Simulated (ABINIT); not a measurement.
An input for ABINIT 10.8.3 (CsPbCl3 (R32)):

```
acell 3*1.0 Angstrom
rprim 
  4.003155115600 2.311222683600 3.295555457400
  -4.003155115600 2.311222683600 3.295555457400
  0.000000000000 -4.622445367199 3.295555457400
ntypat 3
znucl 55 82 17
natom 5
typat 1 2 3 3 3
xred 
  0.500000000000 0.500000000000 0.500000000000
  0.000000000000 -0.000000000000 0.000000000000
  0.500000000000 0.018600300000 0.981399700000
  0.018600300000 0.981399700000 0.500000000000
  0.981399700000 0.500000000000 0.018600300000
pp_dirpath "pseudos"
pseudos "Cs.upf, Pb.upf, Cl.upf"
ecut 32
nspinor 2
ngkpt 2 2 2
nshiftk 1
shiftk 0 0 0
kptopt 1
chksymbreak 0
istwfk *1
occopt 1
irdwfk 1
optdriver 4
nband 230
gwcalctyp 0
ecutsigx 32
symsigma 0
nkptgw 2
kptgw 
  0.5000000000 0.5000000000 0.5000000000
  0.0000000000 0.0000000000 0.0000000000
bdgw 
  49 56
  49 56
ecuteps 3.6
irdscr 1
ppmodel 1
indata_prefix "in"
outdata_prefix "out"
tmpdata_prefix "tmp"
```

```sh
OMP_NUM_THREADS=1 mpirun -n 4 abinit run.abi > log
```

**Question.** How long will it take on 4 MPI ranks of Arm Neoverse V1, shared host, and how much memory?

It took 2.6 min; on shared hardware allow 77 s to 5.1 min. Peak host memory was 2.9 GiB.

[Paths, hosts, dates, memory and timing lines, banners, echoed tables and standing remarks are left out of the program output.]

[Logs are printed without paths, hosts, clocks, repeated set-up lines and the standing remarks that a program may print on its own settings, such as how far it seeks lower states.]

[Runs of the session that timed out or met a known fault of the program may be left out.]

[Hosts, paths, dates, database ids (printed as entryN), source tags and the programs' standing remarks are cut or masked in the printed files.]

[G0W0 gaps are taken among the corrected bands and points alone; a level outside them can change the order at an edge.]

[Where Ansatz stands beside ABINIT at settings called matched, ABINIT's density can come from a denser mesh and the files from another edition; pairs whose starting gaps differed by over 0.03 eV were left out, so agreement reads better than it is.]
